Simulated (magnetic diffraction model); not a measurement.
## TbSb12Os4: what an assumed order does to the neutron pattern

Space group Im-3 (no. 204), a = 9.3790 Å.

```csv
site,atom,x,y,z
8c,Os,1/4,1/4,1/4
2a,Tb,0,0,0
24g,Sb,0.3418,0.1609,0
```

This is a made-up structure (elements placed in a structure type, unrelaxed), so the numbers test the method and describe no known phase.

Only Tb is taken to order (form factors of Tb3+); orders and moment sizes are assumed, and not adapted to the symmetry. Radiation: neutrons of λ = 2.41 Å, 5° to 70°; isotropic B of 0.18 Å² (Os), 0.15 Å² (Tb) and 0.17 Å² (Sb). Simulated constant-wavelength pattern: nuclear and magnetic terms add, the magnetic one as |2.695 fm × Σ f S⊥ exp(2πi Q·r) exp(−B s²)|², summed over all Q at one angle with the factor 1/(sin²θ cos θ). For collinear order S is the moment m, which repeats by lattice and centring translations R with the sign exp(−2πi k·R). Free-ion form factors, Sears's scattering lengths of 1992, no absorption; a label names one of the reflections at its angle. The strongest nuclear line in the range is 100, and lines under 0.2 are left out.

Assume the order k = (0 1/2 1/2), collinear moments along [110], 5.1 μB on Tb.

Predict the pattern, nuclear and magnetic parts apart.

```csv
2θ (°),index,nuclear,magnetic
10.43,(0 1/2 1/2),0.0,14.0
18.11,(1 1/2 -1/2),0.0,7.1
23.44,(0 3/2 -1/2),0.0,5.4
27.82,(1 3/2 1/2),0.0,6.8
29.78,(2 0 0),39.3,0.0
31.63,(2 1/2 1/2),0.0,3.4
35.07,(1 3/2 -3/2),0.0,2.1
36.69,(2 1 1),0.2,0.0
38.24,(0 5/2 1/2),0.0,4.9
41.20,(1 5/2 -1/2),0.0,3.1
42.62,(2 2 0),50.0,0.0
44.00,(2 3/2 3/2),0.0,2.6
46.66,(1 5/2 3/2),0.0,3.2
47.94,(3 1 0),100.0,0.0
49.20,(2 5/2 1/2),0.0,1.9
51.66,(3 3/2 1/2),0.0,1.4
52.85,(2 2 2),10.2,0.0
54.03,(0 5/2 5/2),0.0,2.9
56.34,(1 7/2 1/2),0.0,3.0
57.47,(3 2 1),54.9,0.0
58.58,(0 7/2 3/2),0.0,0.7
60.77,(3 5/2 -1/2),0.0,2.4
61.85,(4 0 0),20.6,0.0
62.92,(4 1/2 1/2),0.0,2.1
65.02,(3 5/2 3/2),0.0,1.0
66.06,(3 3 0),4.2,0.0
67.09,(2 7/2 3/2),0.0,2.3
69.13,(1 7/2 5/2),0.0,1.0
```

The strongest magnetic line in the range is (0 1/2 1/2) at 10.43° (14.0). On top of the Lorentz factor, which all lines share, magnetic lines fade with angle because f falls: for Tb3+ it is 0.95, 0.82, 0.66 and 0.36 at sin θ/λ = 0.1, 0.2, 0.3 and 0.5 Å⁻¹, while nuclear lengths stay constant. The order has no net moment.

[Logs are printed without paths, hosts, clocks, repeated set-up lines and the standing remarks that a program may print on its own settings, such as how far it seeks lower states.]
